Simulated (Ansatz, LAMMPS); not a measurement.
# Electronic structure of liquid (Cs,Li)Cl at 1500 K (108 atoms), part 2 of 2

Aim: energy, forces, charges and density of states of liquid (Cs,Li)Cl at 1500 K (108 atoms) at a fixed geometry.

Ansatz 0.2.0; Kohn-Sham DFT, PBE, PAW (set soft_2), plane waves.

The cell: 37 Cs, 17 Li and 54 Cl. The starting topology of bonds comes from the classical model. The ion parameters were fitted for water, not for melts. Only the Γ point is sampled, in a cell whose shortest periodic width is 19 Å. No spin–orbit coupling is included.

So far. Step 3 (Plane-wave single point): Electrostatic potential energy in the bc plane at fractional x = 0.220, with atoms of Cs and Li and Cl within 0.2 Å of it. With pseudopotentials it is smooth inside the atoms' cores, unlike the true potential.

### Step 3. Plane-wave single point (continued)

Valence density in the bc plane at fractional x = 0.220, with atoms of Cs and Li and Cl within 0.2 Å of it. It is the smooth field of the valence electrons, not physical close to the nuclei.

Values in e/Å³, 13 rows by 16 columns, each cell a mean:
```
0.1 0.0 0.1 0.1 0.0 0.0 0.0 0.0 0.0 0.0 0.1 0.0 0.0 0.0 0.7 0.9
0.0 0.0 0.0 0.0 0.1 0.0 0.0 0.0 0.0 0.0 0.1 0.2 0.0 0.1 0.4 0.2
0.6 0.6 0.0 0.6 1.2 0.2 0.0 0.0 0.0 0.0 0.7 0.8 0.2 0.6 1.3 0.2
0.6 0.6 0.0 0.2 0.4 0.1 0.0 0.0 0.0 0.0 0.2 0.3 0.0 0.1 0.2 0.1
0.0 0.0 0.0 0.0 0.0 0.0 0.0 0.0 0.0 0.0 0.0 0.0 0.1 0.7 0.8 0.1
0.0 0.0 0.0 0.0 0.0 0.0 0.0 0.0 0.0 0.0 0.0 0.0 0.0 0.3 0.4 0.0
0.0 0.0 0.0 0.0 0.0 0.4 0.3 0.0 0.0 0.0 0.0 0.0 0.0 0.0 0.0 0.0
0.0 0.0 0.0 0.0 0.0 0.3 0.3 0.0 0.0 0.0 0.0 0.0 0.1 0.0 0.0 0.0
0.0 0.0 0.0 0.0 0.0 0.0 0.0 0.0 0.0 0.0 0.0 0.0 0.0 0.4 1.0 0.2
0.0 0.0 0.0 0.7 0.9 0.1 0.5 0.5 0.0 0.0 0.0 0.1 0.0 0.2 0.8 0.1
0.0 0.6 1.0 0.5 0.6 0.1 0.4 0.5 0.0 0.0 0.1 0.6 0.3 0.1 0.3 0.1
0.0 0.0 0.1 0.2 0.0 0.0 0.5 0.5 0.0 0.0 0.0 0.2 0.1 0.4 1.4 0.3
0.0 0.0 0.7 1.2 0.1 0.1 0.8 0.8 0.0 0.0 0.1 0.0 0.0 0.0 0.4 0.3
```
Columns run along b (18.7 Å), rows up along c (18.7 Å). Atoms in or near the plane, at fractional coordinates: Cs at (0.70, 0.80), Cs at (0.05, 0.76), Cs at (0.87, 0.63), Li at (0.12, 0.17), Cl at (0.25, 0.23), Cl at (0.27, 0.79), Cl at (0.90, 0.31), Cl at (0.43, 0.06).

Mean Löwdin charges: Cl -0.74, Cs +0.87, Li +0.73 e (they miss 0.57 % of the electrons, so they add up to more than the cell's charge). The largest share in the top eV of filled states is Cl p (97 % of the projected weight), and in the lowest eV of empty states Cs s (78 % of the projected weight).

### Step 4. Local order

Bonds and neighbours are counted at the geometry of the runs.

Density 1.76 g/cm³, 60.80 Å³ an atom.

g(r), total and by pair (bins of 0.2 Å):

| r (Å) | total | Cl-Cl | Cl-Cs | Cl-Li | Cs-Cs | Cs-Li | Li-Li |
| --- | --- | --- | --- | --- | --- | --- | --- |
| 2.10 | 0.09 | 0.00 | 0.00 | 0.60 | 0.00 | 0.00 | 0.00 |
| 2.30 | 1.08 | 0.00 | 0.00 | 6.90 | 0.00 | 0.00 | 0.00 |
| 2.50 | 1.50 | 0.00 | 0.00 | 9.53 | 0.00 | 0.00 | 0.00 |
| 2.70 | 0.85 | 0.00 | 0.17 | 4.69 | 0.00 | 0.00 | 2.35 |
| 2.90 | 1.05 | 0.00 | 2.12 | 2.04 | 0.00 | 0.00 | 0.00 |
| 3.10 | 1.53 | 0.00 | 3.79 | 0.88 | 0.00 | 0.00 | 3.71 |
| 3.30 | 1.16 | 0.00 | 3.02 | 0.25 | 0.00 | 0.00 | 3.27 |
| 3.50 | 1.43 | 0.88 | 3.10 | 0.68 | 0.00 | 0.35 | 0.00 |
| 3.70 | 1.21 | 1.55 | 1.73 | 0.41 | 0.57 | 0.31 | 2.65 |
| 3.90 | 0.94 | 1.39 | 1.05 | 0.36 | 0.73 | 0.53 | 1.21 |
| 4.10 | 1.20 | 1.60 | 0.55 | 0.34 | 1.15 | 1.70 | 9.58 |
| 4.30 | 0.97 | 1.25 | 0.49 | 1.07 | 1.03 | 1.34 | 1.91 |
| 4.50 | 0.99 | 1.14 | 0.46 | 0.83 | 1.50 | 1.85 | 1.75 |
| 4.70 | 1.03 | 1.29 | 0.59 | 0.39 | 1.75 | 1.31 | 4.06 |
| 4.90 | 1.08 | 1.71 | 0.76 | 0.58 | 1.11 | 1.38 | 0.78 |
| 5.10 | 0.66 | 0.48 | 0.45 | 1.00 | 0.74 | 1.27 | 0.00 |
| 5.30 | 0.92 | 1.21 | 0.56 | 0.80 | 1.48 | 0.90 | 1.29 |
| 5.50 | 1.03 | 1.25 | 0.73 | 0.85 | 1.62 | 0.82 | 2.37 |
| 5.70 | 0.92 | 0.82 | 0.76 | 0.97 | 0.82 | 1.52 | 1.65 |
| 5.90 | 1.01 | 1.19 | 0.56 | 1.14 | 1.34 | 1.68 | 0.00 |
| 6.10 | 1.12 | 0.67 | 1.12 | 1.67 | 1.95 | 0.44 | 0.99 |
| 6.30 | 0.96 | 1.23 | 0.82 | 1.50 | 1.06 | 0.11 | 0.00 |
| 6.50 | 1.15 | 1.15 | 1.21 | 1.62 | 0.99 | 0.39 | 1.26 |
| 6.70 | 1.01 | 1.27 | 1.17 | 0.95 | 0.59 | 0.46 | 0.81 |
| 6.90 | 1.08 | 0.86 | 1.31 | 1.25 | 0.81 | 0.96 | 0.78 |
| 7.10 | 0.99 | 0.89 | 1.16 | 0.80 | 1.14 | 0.83 | 1.06 |
| 7.30 | 1.09 | 1.04 | 1.30 | 0.91 | 1.21 | 0.79 | 0.69 |
| 7.50 | 1.04 | 1.08 | 1.07 | 1.47 | 0.54 | 0.67 | 1.61 |

Bonds by pair of elements; cutoffs follow the first minimum of g(r), held within bounds set by covalent radii, and pairs that aren't listed don't count as bonded (cutoffs were set anew for this text, so counts can differ from the run's own analysis):

| pair A-B | cutoff (Å) | bonds | mean length (Å) | spread (Å) | shortest (Å) | B about A | A about B |
| --- | --- | --- | --- | --- | --- | --- | --- |
| Cl-Cs | 4.05 | 129 | 3.38 | 0.301 | 2.80 | 2.39 | 3.49 |
| Cl-Li | 3.06 | 53 | 2.54 | 0.2 | 2.19 | 0.981 | 3.12 |

The cutoff for Cl-Li falls short of the minimum of g(r), so counts run low and odd coordinations can be artefacts.

How many atoms have how many bonded neighbours:

| element | mean | 1 | 2 | 3 | 4 | 5 |
| --- | --- | --- | --- | --- | --- | --- |
| Cl | 3.37 | 1 | 5 | 25 | 19 | 4 |
| Cs | 3.49 | 0 | 3 | 16 | 15 | 3 |
| Li | 3.12 | 0 | 4 | 7 | 6 | 0 |

Bond angles, per cent of each kind in bins of 5°:

| angle (°) | Cl-Cs-Cl | Cs-Cl-Cs | Cs-Cl-Li | Cl-Li-Cl | Li-Cl-Li |
| --- | --- | --- | --- | --- | --- |
| 55–60 | 1.2 | 0.0 | 0.0 | 0.0 | 3.7 |
| 60–65 | 2.9 | 0.8 | 0.0 | 0.0 | 0.0 |
| 65–70 | 4.1 | 4.6 | 2.6 | 0.0 | 0.0 |
| 70–75 | 4.1 | 6.9 | 1.3 | 0.0 | 3.7 |
| 75–80 | 6.4 | 6.2 | 6.5 | 0.0 | 0.0 |
| 80–85 | 8.2 | 10.0 | 9.1 | 3.3 | 14.8 |
| 85–90 | 7.6 | 6.9 | 6.5 | 9.8 | 11.1 |
| 90–95 | 6.4 | 10.0 | 13.0 | 13.1 | 0.0 |
| 95–100 | 8.8 | 3.9 | 7.8 | 6.6 | 7.4 |
| 100–105 | 4.1 | 6.2 | 3.9 | 4.9 | 7.4 |
| 105–110 | 5.9 | 6.9 | 5.2 | 11.5 | 7.4 |
| 110–115 | 7.0 | 3.9 | 5.2 | 13.1 | 3.7 |
| 115–120 | 3.5 | 3.1 | 3.9 | 9.8 | 14.8 |
| 120–125 | 4.1 | 6.2 | 5.2 | 4.9 | 3.7 |
| 125–130 | 1.8 | 3.1 | 1.3 | 3.3 | 3.7 |
| 130–135 | 4.7 | 3.1 | 5.2 | 8.2 | 7.4 |
| 135–140 | 3.5 | 3.9 | 5.2 | 0.0 | 0.0 |
| 140–145 | 5.3 | 5.4 | 6.5 | 3.3 | 0.0 |
| 145–150 | 2.3 | 2.3 | 5.2 | 1.6 | 0.0 |
| 150–155 | 1.8 | 1.5 | 2.6 | 0.0 | 3.7 |
| 155–160 | 3.5 | 4.6 | 2.6 | 1.6 | 0.0 |
| 160–165 | 2.3 | 0.0 | 0.0 | 1.6 | 0.0 |
| 165–170 | 0.0 | 0.8 | 1.3 | 0.0 | 0.0 |
| 170–175 | 0.0 | 0.0 | 0.0 | 3.3 | 7.4 |
| 175–180 | 0.6 | 0.0 | 0.0 | 0.0 | 0.0 |

Bond angles (no mean is given where the spread exceeds 20°):

| angle | count | mean (°) | spread (°) |
| --- | --- | --- | --- |
| Cl-Cs-Cl | 171 | - | - |
| Cs-Cl-Cs | 130 | - | - |
| Cs-Cl-Li | 77 | - | - |
| Cl-Li-Cl | 61 | - | - |
| Li-Cl-Li | 27 | - | - |

Bond length by coordination (bonds to H left out):

| element | coordination | atoms | mean bond length (Å) |
| --- | --- | --- | --- |
| Cl | 1 | 1 | 2.98 |
| Cl | 2 | 5 | 3.02 |
| Cl | 3 | 25 | 3.09 |
| Cl | 4 | 19 | 3.13 |
| Cl | 5 | 4 | 3.41 |
| Cs | 2 | 3 | 3.35 |
| Cs | 3 | 16 | 3.31 |
| Cs | 4 | 15 | 3.39 |
| Cs | 5 | 3 | 3.55 |
| Li | 2 | 4 | 2.62 |
| Li | 3 | 7 | 2.46 |
| Li | 4 | 6 | 2.59 |

First main peaks of g(r), for some of the pairs, lie near 3.1 Å (Cl-Cs) and 2.5 Å (Cl-Li).

Local excerpt of 8 atoms (numbers count through the whole input) about Cl102, which bears the longest force; x, y, z are measured from there.

| atom | x | y | z | distance (Å) | bonds | Löwdin charge (e) | Fx | Fy | Fz (eV/Å) |
| --- | --- | --- | --- | --- | --- | --- | --- | --- | --- |
| Cl102 | 0.00 | 0.00 | 0.00 | 0.00 | 3 | -0.77 | 1.65 | -0.17 | -0.14 |
| Cs26 | -2.59 | 0.84 | -0.64 | 2.80 | 4 | 0.85 | -1.33 | -0.04 | -0.68 |
| Cs20 | 0.53 | -0.59 | 2.95 | 3.05 | 3 | 0.87 | -0.72 | 0.61 | -0.19 |
| Cl101 | 0.00 | -3.44 | -0.06 | 3.44 | 3 | -0.75 | -0.02 | -0.66 | 0.72 |
| Cs35 | 1.19 | -2.39 | -2.64 | 3.76 | 4 | 0.87 | 0.34 | 0.48 | 0.02 |
| Cl55 | -2.99 | 0.31 | 2.57 | 3.96 | 5 | -0.74 | -0.19 | 0.13 | 0.67 |
| Cl96 | -2.75 | 3.58 | 0.73 | 4.58 | 3 | -0.75 | -0.13 | 0.64 | 0.82 |
| Cl98 | -0.52 | -0.98 | -4.67 | 4.80 | 4 | -0.68 | -0.89 | 0.07 | -0.83 |

The column of bonds counts only the pairs Cl-Cs within 4.05 Å, Cl-Li within 3.06 Å; other neighbours, such as metal atoms beside each other in a compound, aren't counted, and periodic images can show an atom twice.

### Step 5. What came out

```yaml
free_energy_per_atom: -2516.3803 eV/atom
pressure: 0.08649 GPa
r_m_s_force_component: 0.4528 eV/Å
spacing_of_highest_filled_and_lowest_empty_level: 2.454 eV
wall_time_of_the_1_dft_run: 76 s
```

In words: Between filled and empty levels lie 2.45 eV (at Γ alone); a semilocal functional tends to put such gaps too low. In a disordered cell it changes from sample to sample and from frame to frame.

**Limits.** The force components of 0.45 eV/Å r.m.s. hold both thermal displacement and the mismatch between the potential that made the cell and DFT. The pressure of a single frame lacks the kinetic term.

[Logs are printed without paths, hosts, clocks, repeated set-up lines and the standing remarks that a program may print on its own settings, such as how far it seeks lower states.]

[Hosts, paths, dates, database ids (printed as entryN), source tags and the programs' standing remarks are cut or masked in the printed files.]
